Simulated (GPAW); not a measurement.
# ZrGe2As4 monolayer in an electric field

Wanted: the out-of-plane polarisability of ZrGe2As4 monolayer.

Program: GPAW 26.7.0. Level of theory: GPAW, PAW setups; layer in a repeated cell with vacuum, relaxation of atoms and in-plane cell, in the first sound run; inputs show where later runs differ. Results are calculated unless marked as measured.

## 1. Starting point

The cell holds 7 atoms: 4 As, 2 Ge and 1 Zr. Its edges and angles: a = 3.730 Å, b = 3.730 Å, c = 27.770 Å, α = 90.0°, β = 90.0°, γ = 120.0°. Vacuum lies along c.

## 2. Relaxing the atoms

The atoms are relaxed first, since the surface dipole, and with it the work function, follows the positions of the outer layers.

run.py

```python
import json
import numpy as np
from ase import Atoms
from ase.filters import FrechetCellFilter
from ase.optimize import BFGS
from gpaw import GPAW, PW

slab = Atoms(
    ['As', 'Ge', 'As', 'Zr', 'As', 'Ge', 'As'],
    positions=[
        [0.00000, 0.00000, 9.00000],
        [-0.00000, 2.15352, 9.86300],
        [-0.00000, 2.15352, 12.18300],
        [0.00000, 0.00000, 13.88517],
        [-0.00000, 2.15352, 15.58734],
        [-0.00000, 2.15352, 17.90734],
        [0.00000, 0.00000, 18.77034]],
    cell=[[3.73, 0.0, 0.0], [-1.865, 3.23027, 0.0], [0.0, 0.0, 27.7703]],
    pbc=[True, True, True])

slab.calc = GPAW(mode=PW(600), xc='PBE', kpts={'size': (9, 9, 1), 'gamma': True},
                 occupations={'name': 'fermi-dirac', 'width': 0.05}, nbands='200%',
                 convergence={'density': 1e-05}, maxiter=200,
                 symmetry={'tolerance': 1e-3}, txt='slab.txt')
result = {}
# The in-plane cell is free; stress needs a cell that repeats along all three vectors
path = []
opt = BFGS(FrechetCellFilter(slab, mask=[1, 1, 0, 0, 0, 1]), maxstep=0.2)
opt.attach(lambda: path.append((slab.get_potential_energy(), slab.positions.tolist(), slab.get_forces().tolist())))
result['relaxed'] = bool(opt.run(fmax=0.02, steps=45))
result['path'] = path
result['cell'] = slab.cell.tolist()
print('in-plane lattice', slab.cell.cellpar().round(4)[[0, 1, 5]])
energy = slab.get_potential_energy()
fermi = slab.calc.get_fermi_level()
v = slab.calc.get_electrostatic_potential().mean((0, 1)) - fermi
n = slab.calc.get_pseudo_density().mean((0, 1))
L = slab.cell[2, 2]
z = np.arange(len(v)) * L / len(v)
low, high = slab.positions[:, 2].min(), slab.positions[:, 2].max()
below, above = np.interp([low - 6.8, high + 6.8], z, v)
slopes = [np.interp(x, z, np.gradient(v, z)) for x in (low - 6.8, high + 6.8)]
eps = np.array([[slab.calc.get_eigenvalues(k, s) for k in range(len(slab.calc.get_ibz_k_points()))]
                for s in range(slab.calc.get_number_of_spins())]) - fermi
top, bottom = eps[eps < 0].max(), eps[eps > 0].min()
dipole = slab.get_dipole_moment()[2]
print(f'energy {energy:.4f} eV, Fermi level {fermi:.4f} eV, dipole {dipole:.5f} e A')
print(f'potential 6.8 A off the faces, from the Fermi level: lower {below:.4f} eV, upper {above:.4f} eV')
print(f'slope of the potential there: lower {slopes[0]:.5f}, upper {slopes[1]:.5f} eV/A')
print(f'nearest levels on the mesh: {top:.4f} and {bottom:.4f} eV')
print('magnetic moment', round(slab.get_magnetic_moment(), 3))
result.update(energy=energy, fermi=fermi, dipole=dipole, below=below, above=above, slopes=slopes, edges=[top, bottom],
              z=z.tolist(), v=v.tolist(), n=n.tolist(), positions=slab.positions.tolist(),
              forces=slab.get_forces(apply_constraint=False).tolist(), moments=slab.get_magnetic_moments().tolist())
json.dump(result, open('result.json', 'w'))
```

The run is started by

```bash
OMP_NUM_THREADS=1 OPENBLAS_NUM_THREADS=1 python run.py
```

The program printed:

```text
Step          Energy          fmax
BFGS:    0      -35.406268        3.015598
BFGS:    1      -35.851240        2.403149
BFGS:    2      -36.595511        0.772935
BFGS:    3      -36.618529        0.559843
BFGS:    4      -36.682731        0.474789
BFGS:    5      -36.705167        0.425627
BFGS:    6      -36.730342        0.388316
BFGS:    7      -36.741029        0.225617
BFGS:    8      -36.745157        0.051218
BFGS:    9      -36.745569        0.036438
BFGS:   10      -36.745636        0.029620
BFGS:   11      -36.745808        0.030417
BFGS:   12      -36.746106        0.033060
BFGS:   13      -36.746607        0.026846
BFGS:   14      -36.747017        0.014421
in-plane lattice [  3.8764   3.8764 120.    ]
energy -36.7431 eV, Fermi level -0.1978 eV, dipole 0.00254 e A
potential 6.8 A off the faces, from the Fermi level: lower 5.0814 eV, upper 5.0796 eV
slope of the potential there: lower 0.00033, upper 0.00061 eV/A
nearest levels on the mesh: -0.1875 and 0.0073 eV
magnetic moment 0.0
```

Elapsed: 32 min, on 1 thread of Arm Neoverse V1, shared host; peak memory 0.65 GiB.

Numbers from this step:

* dipole along the normal: 0.002538 e·Å
* levels nearest the Fermi level on the mesh: -0.1875, 0.007325 eV from the Fermi level

The electrostatic potential energy of an electron (without an applied field's), less the Fermi level, planar mean oscillates, so the rows of the table below give means over windows of 1.82 Å about each position, cut where the curve ends. Its maxima inside the range that stand out by 2 % of the span (Å: eV): 9.4: -8.54, 11.2: 2.70, 13.0: -4.59, 14.8: -4.59, 16.6: 2.70, 18.4: -8.55. Its minima: 8.9: -12.3, 9.8: -11.8, 12.3: -10.6, 13.9: -15.1, 15.4: -10.6, 18.0: -11.8, 18.9: -12.3.

The electrostatic potential energy of an electron (without an applied field's), less the Fermi level, planar mean by z; means over each step:

| z (Å) | electrostatic potential energy of an electron (without an applied field's), less the Fermi level, planar mean (eV) |
| --- | --- |
| 0.91 | 5.08 |
| 2.73 | 5.08 |
| 4.55 | 5.08 |
| 6.37 | 4.96 |
| 8.19 | -3.37 |
| 10.01 | -6.60 |
| 11.83 | -3.35 |
| 13.65 | -9.39 |
| 15.47 | -5.36 |
| 17.29 | -3.61 |
| 19.11 | -6.71 |
| 20.93 | 4.62 |
| 22.75 | 5.07 |
| 24.57 | 5.08 |
| 26.39 | 5.08 |

The pseudo valence density, planar mean oscillates, so the rows of the table below give means over windows of 1 Å about each position, cut where the curve ends. Its maxima inside the range that stand out by 2 % of the span (Å: e/Å³): 8.3: 0.230, 9.4: 0.389, 10.4: 0.198, 12.0: 0.223, 13.9: 0.832, 15.8: 0.223, 17.4: 0.198, 18.4: 0.389, 19.4: 0.230. Its minima: 8.7: 0.162, 9.9: 0.0631, 11.1: 0.105, 12.3: 0.154, 15.4: 0.154, 16.7: 0.105, 17.9: 0.0631, 19.1: 0.162.

Table of pseudo valence density, planar mean by z; means over each step:

z (Å), pseudo valence density, planar mean (e/Å³) and a bar:
```
        5      0.000 
        6      0.001 
        7      0.017 #
        8      0.149 #######
        9      0.272 #############
       10      0.169 ########
       11      0.127 ######
       12      0.189 #########
       13      0.344 ################
       14      0.644 ##############################
       15      0.281 #############
       16      0.178 ########
       17      0.140 #######
       18      0.210 ##########
       19      0.238 ###########
       20      0.107 #####
       21      0.009 
       22      0.001 
       23      0.000
```

The relaxation lowered the energy of the cell by 1.35 eV (energies extrapolated to zero smearing; the optimiser's log prints free energies). The largest force left on a free atom is 0.014 eV/Å.

## 3. Plane waves, PBE

The work function is the vacuum plateau of the electrostatic potential less the Fermi level; a dipole layer lets the two faces have plateaus of their own.

This step: GPAW, PAW setups; slab in vacuum (GPAW 26.7.0).

The cell differs from the one that the last finished run ended in (c 27.770 → 28.231 Å).

run.py: that of step 2 with these lines changed.

```diff
@@ -3,4 +3,2 @@
 from ase import Atoms
-from ase.filters import FrechetCellFilter
-from ase.optimize import BFGS
 from gpaw import GPAW, PW
@@ -10,25 +8,18 @@
     positions=[
-        [0.00000, 0.00000, 9.00000],
-        [-0.00000, 2.15352, 9.86300],
-        [-0.00000, 2.15352, 12.18300],
-        [0.00000, 0.00000, 13.88517],
-        [-0.00000, 2.15352, 15.58734],
-        [-0.00000, 2.15352, 17.90734],
-        [0.00000, 0.00000, 18.77034]],
-    cell=[[3.73, 0.0, 0.0], [-1.865, 3.23027, 0.0], [0.0, 0.0, 27.7703]],
-    pbc=[True, True, True])
+        [-0.00000, 0.00000, 9.00000],
+        [-0.00000, 2.23805, 10.11960],
+        [-0.00000, 2.23805, 12.57247],
+        [0.00000, -0.00000, 14.11531],
+        [-0.00000, 2.23805, 15.65816],
+        [-0.00000, 2.23805, 18.11102],
+        [0.00000, 0.00000, 19.23063]],
+    cell=[[3.87641, -0.0, 0.0], [-1.9382, 3.35706, 0.0], [0.0, 0.0, 28.2306]],
+    pbc=[True, True, False])
 
-slab.calc = GPAW(mode=PW(600), xc='PBE', kpts={'size': (9, 9, 1), 'gamma': True},
+slab.calc = GPAW(mode=PW(400), xc='PBE', kpts={'size': (9, 9, 1), 'gamma': True},
                  occupations={'name': 'fermi-dirac', 'width': 0.05}, nbands='200%',
                  convergence={'density': 1e-05}, maxiter=200,
+                 poissonsolver={'dipolelayer': 'xy'},
                  symmetry={'tolerance': 1e-3}, txt='slab.txt')
 result = {}
-# The in-plane cell is free; stress needs a cell that repeats along all three vectors
-path = []
-opt = BFGS(FrechetCellFilter(slab, mask=[1, 1, 0, 0, 0, 1]), maxstep=0.2)
-opt.attach(lambda: path.append((slab.get_potential_energy(), slab.positions.tolist(), slab.get_forces().tolist())))
-result['relaxed'] = bool(opt.run(fmax=0.02, steps=45))
-result['path'] = path
-result['cell'] = slab.cell.tolist()
-print('in-plane lattice', slab.cell.cellpar().round(4)[[0, 1, 5]])
 energy = slab.get_potential_energy()
```

The program printed:

```text
energy -36.6688 eV, Fermi level -0.2776 eV, dipole 0.00223 e A
potential 6.8 A off the faces, from the Fermi level: lower 5.0847 eV, upper 5.0764 eV
slope of the potential there: lower -0.00015, upper 0.00015 eV/A
nearest levels on the mesh: -0.1877 and 0.0071 eV
magnetic moment 0.0
```

The job ended after 83 s (1 thread; peak memory 0.28 GiB).

Numbers from this step:

- dipole along the normal: 0.002234 e·Å
- levels nearest the Fermi level on the mesh: -0.1877, 0.007070 eV from the Fermi level
- upper work function: 5.076 eV
- lower work function: 5.085 eV

The electrostatic potential energy of an electron (without an applied field's), less the Fermi level, planar mean oscillates, so the rows of the table below give means over windows of 1.78 Å about each position, cut where the curve ends. Its maxima inside the range that stand out by 2 % of the span (Å: eV): 9.6: -8.57, 11.4: 2.72, 13.3: -4.60, 15.0: -4.61, 16.8: 2.71, 18.6: -8.58. Its minima: 9.1: -12.3, 10.0: -11.8, 12.5: -10.6, 14.1: -15.1, 15.7: -10.6, 18.2: -11.9, 19.1: -12.3.

Electrostatic potential energy of an electron (without an applied field's), less the Fermi level, planar mean against z; means over each step:

| z (Å) | electrostatic potential energy of an electron (without an applied field's), less the Fermi level, planar mean (eV) |
| --- | --- |
| 0.89 | 5.08 |
| 2.67 | 5.08 |
| 4.45 | 5.08 |
| 6.23 | 5.04 |
| 8.01 | 0.396 |
| 9.79 | -9.63 |
| 11.57 | -0.658 |
| 13.35 | -9.21 |
| 15.13 | -8.24 |
| 16.91 | -0.245 |
| 18.69 | -10.2 |
| 20.47 | 2.36 |
| 22.25 | 5.05 |
| 24.03 | 5.08 |
| 25.81 | 5.08 |
| 27.59 | 5.08 |

The pseudo valence density, planar mean oscillates, so the rows of the table below give means over windows of 1 Å about each position, cut where the curve ends. Its maxima inside the range that stand out by 2 % of the span (Å: e/Å³): 8.6: 0.230, 9.6: 0.387, 10.7: 0.195, 12.1: 0.225, 14.2: 0.799, 16.1: 0.225, 17.6: 0.195, 18.6: 0.387, 19.7: 0.230. Its minima: 9.0: 0.162, 10.2: 0.0825, 11.3: 0.104, 12.5: 0.154, 15.7: 0.154, 16.9: 0.104, 18.0: 0.0825, 19.2: 0.162.

Table of pseudo valence density, planar mean by z; means over each step:

z (Å), pseudo valence density, planar mean (e/Å³) and a bar:
```
        5      0.000 
        6      0.001 
        7      0.009 
        8      0.107 #####
        9      0.238 ###########
       10      0.210 ##########
       11      0.140 #######
       12      0.178 ########
       13      0.282 #############
       14      0.639 ##############################
       15      0.346 ################
       16      0.190 #########
       17      0.128 ######
       18      0.171 ########
       19      0.271 #############
       20      0.148 #######
       21      0.017 #
       22      0.001 
       23      0.000
```

The potential is flat to 1.5e-4 eV/Å where it is read, so the vacuum is wide enough.

## 4. Field on

A uniform field along the normal polarises the slab; the atoms stay fixed, so this is the electronic response alone.

run.py: that of step 3 with these lines changed.

```diff
@@ -4,2 +4,3 @@
 from gpaw import GPAW, PW
+from gpaw.external import ConstantElectricField
 
@@ -22,2 +23,3 @@
                  poissonsolver={'dipolelayer': 'xy'},
+                 external=ConstantElectricField(-0.2, [0, 0, 1]),
                  symmetry={'tolerance': 1e-3}, txt='slab.txt')
```

The program printed:

```text
energy -36.6867 eV, Fermi level -0.2795 eV, dipole -0.17850 e A
potential 6.8 A off the faces, from the Fermi level: lower 3.8426 eV, upper 6.3259 eV
slope of the potential there: lower -0.00018, upper 0.00013 eV/A
nearest levels on the mesh: -0.1875 and 0.0074 eV
magnetic moment 0.0
```

The job ended after 4.9 min (1 thread; peak memory 0.51 GiB).

Numbers from this step:

```
dipole along the normal                                         : -0.1785 e·Å
levels nearest the Fermi level on the mesh                      : -0.1875, 0.007360 eV from the Fermi level
potential below the slab, the applied field's own ramp left out : 3.843 eV from the Fermi level
potential above the slab, the applied field's own ramp left out : 6.326 eV from the Fermi level
```

The electrostatic potential energy of an electron (without an applied field's), less the Fermi level, planar mean oscillates, so the rows of the table below give means over windows of 1.83 Å about each position, cut where the curve ends. Its maxima inside the range that stand out by 2 % of the span (Å: eV): 9.6: -9.44, 11.4: 2.19, 13.3: -4.77, 15.0: -4.44, 16.8: 3.25, 18.6: -7.71, 26.7: 6.33. Its minima: 9.1: -13.3, 10.0: -12.6, 12.5: -10.9, 14.1: -15.1, 15.7: -10.3, 18.2: -11.1, 19.1: -11.3.

The electrostatic potential energy of an electron (without an applied field's), less the Fermi level, planar mean by z; means over each step:

| z (Å) | electrostatic potential energy of an electron (without an applied field's), less the Fermi level, planar mean (eV) |
| --- | --- |
| 0.92 | 3.97 |
| 2.75 | 3.84 |
| 4.58 | 3.84 |
| 6.41 | 3.78 |
| 8.23 | -2.89 |
| 10.07 | -8.59 |
| 11.89 | -2.92 |
| 13.73 | -9.57 |
| 15.55 | -5.69 |
| 17.38 | -2.08 |
| 19.21 | -6.59 |
| 21.05 | 5.67 |
| 22.88 | 6.32 |
| 24.70 | 6.32 |
| 26.54 | 6.33 |

The dipole is now -0.179 e Å, against 0.0022 in the run without a field.

## 5. Field on

run.py: that of step 4 with these lines changed.

```diff
@@ -23,3 +23,3 @@
                  poissonsolver={'dipolelayer': 'xy'},
-                 external=ConstantElectricField(-0.2, [0, 0, 1]),
+                 external=ConstantElectricField(-0.1, [0, 0, 1]),
                  symmetry={'tolerance': 1e-3}, txt='slab.txt')
```

The program printed:

```text
energy -36.6734 eV, Fermi level -0.2781 eV, dipole -0.08928 e A
potential 6.8 A off the faces, from the Fermi level: lower 4.4606 eV, upper 5.7026 eV
slope of the potential there: lower -0.00016, upper 0.00014 eV/A
nearest levels on the mesh: -0.1877 and 0.0072 eV
magnetic moment 0.0
```

Run time: 6.2 min. Hardware: 1 thread; peak memory 0.51 GiB.

Numbers from this step:

```
dipole along the normal                                         : -0.08928 e·Å
levels nearest the Fermi level on the mesh                      : -0.1877, 0.007162 eV from the Fermi level
potential below the slab, the applied field's own ramp left out : 4.461 eV from the Fermi level
potential above the slab, the applied field's own ramp left out : 5.703 eV from the Fermi level
```

The electrostatic potential energy of an electron (without an applied field's), less the Fermi level, planar mean oscillates, so the rows of the table below give means over windows of 1.78 Å about each position, cut where the curve ends. Its maxima inside the range that stand out by 2 % of the span (Å: eV): 9.6: -9.01, 11.4: 2.45, 13.3: -4.69, 15.0: -4.53, 16.8: 2.98, 18.6: -8.14, 26.7: 5.70. Its minima: 9.1: -12.8, 10.0: -12.2, 12.5: -10.8, 14.1: -15.1, 15.7: -10.4, 18.2: -11.5, 19.1: -11.8.

The electrostatic potential energy of an electron (without an applied field's), less the Fermi level, planar mean by z; means over each step:

| z (Å) | electrostatic potential energy of an electron (without an applied field's), less the Fermi level, planar mean (eV) |
| --- | --- |
| 0.89 | 4.53 |
| 2.67 | 4.46 |
| 4.45 | 4.46 |
| 6.23 | 4.42 |
| 8.01 | -0.178 |
| 9.79 | -10.0 |
| 11.57 | -0.908 |
| 13.35 | -9.29 |
| 15.13 | -8.14 |
| 16.91 | 0.0287 |
| 18.69 | -9.79 |
| 20.47 | 2.95 |
| 22.25 | 5.68 |
| 24.03 | 5.70 |
| 25.81 | 5.70 |
| 27.59 | 5.66 |

The dipole is now -0.0893 e Å, against 0.0022 in the run without a field.

## 6. In a field

run.py: that of step 5 with these lines changed.

```diff
@@ -23,3 +23,3 @@
                  poissonsolver={'dipolelayer': 'xy'},
-                 external=ConstantElectricField(-0.1, [0, 0, 1]),
+                 external=ConstantElectricField(-0.05, [0, 0, 1]),
                  symmetry={'tolerance': 1e-3}, txt='slab.txt')
```

The program printed:

```text
energy -36.6700 eV, Fermi level -0.2777 eV, dipole -0.04463 e A
potential 6.8 A off the faces, from the Fermi level: lower 4.7703 eV, upper 5.3912 eV
slope of the potential there: lower -0.00016, upper 0.00015 eV/A
nearest levels on the mesh: -0.1877 and 0.0071 eV
magnetic moment 0.0
```

Elapsed: 6.2 min, on 1 thread; peak memory 0.51 GiB.

The electrostatic potential energy of an electron (without an applied field's), less the Fermi level, planar mean oscillates, so the rows of the table below give means over windows of 1.78 Å about each position, cut where the curve ends. Its maxima inside the range that stand out by 2 % of the span (Å: eV): 9.6: -8.79, 11.4: 2.58, 13.3: -4.65, 15.0: -4.57, 16.8: 2.85, 18.6: -8.36. Its minima: 9.1: -12.5, 10.0: -12.0, 12.5: -10.7, 14.1: -15.1, 15.7: -10.5, 18.2: -11.7, 19.1: -12.0.

The electrostatic potential energy of an electron (without an applied field's), less the Fermi level, planar mean by z; means over each step:

| z (Å) | electrostatic potential energy of an electron (without an applied field's), less the Fermi level, planar mean (eV) |
| --- | --- |
| 0.89 | 4.80 |
| 2.67 | 4.77 |
| 4.45 | 4.77 |
| 6.23 | 4.73 |
| 8.01 | 0.107 |
| 9.79 | -9.84 |
| 11.57 | -0.784 |
| 13.35 | -9.25 |
| 15.13 | -8.19 |
| 16.91 | -0.107 |
| 18.69 | -10.0 |
| 20.47 | 2.66 |
| 22.25 | 5.37 |
| 24.03 | 5.39 |
| 25.81 | 5.39 |
| 27.59 | 5.37 |

## 7. In a field

run.py: that of step 6 with these lines changed.

```diff
@@ -23,3 +23,3 @@
                  poissonsolver={'dipolelayer': 'xy'},
-                 external=ConstantElectricField(-0.05, [0, 0, 1]),
+                 external=ConstantElectricField(0.05, [0, 0, 1]),
                  symmetry={'tolerance': 1e-3}, txt='slab.txt')
```

The program printed:

```text
energy -36.6700 eV, Fermi level -0.2777 eV, dipole 0.04461 e A
potential 6.8 A off the faces, from the Fermi level: lower 5.3911 eV, upper 4.7704 eV
slope of the potential there: lower -0.00015, upper 0.00016 eV/A
nearest levels on the mesh: -0.1877 and 0.0071 eV
magnetic moment 0.0
```

Wall time 6 min (1 thread); peak memory 0.51 GiB.

## 8. Field on

run.py: that of step 7 with these lines changed.

```diff
@@ -23,3 +23,3 @@
                  poissonsolver={'dipolelayer': 'xy'},
-                 external=ConstantElectricField(0.05, [0, 0, 1]),
+                 external=ConstantElectricField(0.1, [0, 0, 1]),
                  symmetry={'tolerance': 1e-3}, txt='slab.txt')
```

The program printed:

```text
energy -36.6734 eV, Fermi level -0.2781 eV, dipole 0.08927 e A
potential 6.8 A off the faces, from the Fermi level: lower 5.7026 eV, upper 4.4606 eV
slope of the potential there: lower -0.00014, upper 0.00016 eV/A
nearest levels on the mesh: -0.1877 and 0.0072 eV
magnetic moment 0.0
```

Run time: 6.2 min. Hardware: 1 thread; peak memory 0.51 GiB.

The dipole is now 0.0893 e Å, against 0.0022 in the run without a field.

(Part 1 of 2 ends here.)

[Logs are printed without paths, hosts, clocks, repeated set-up lines and the standing remarks that a program may print on its own settings, such as how far it seeks lower states.]

[Hosts, paths, dates, database ids (printed as entryN), source tags and the programs' standing remarks are cut or masked in the printed files.]
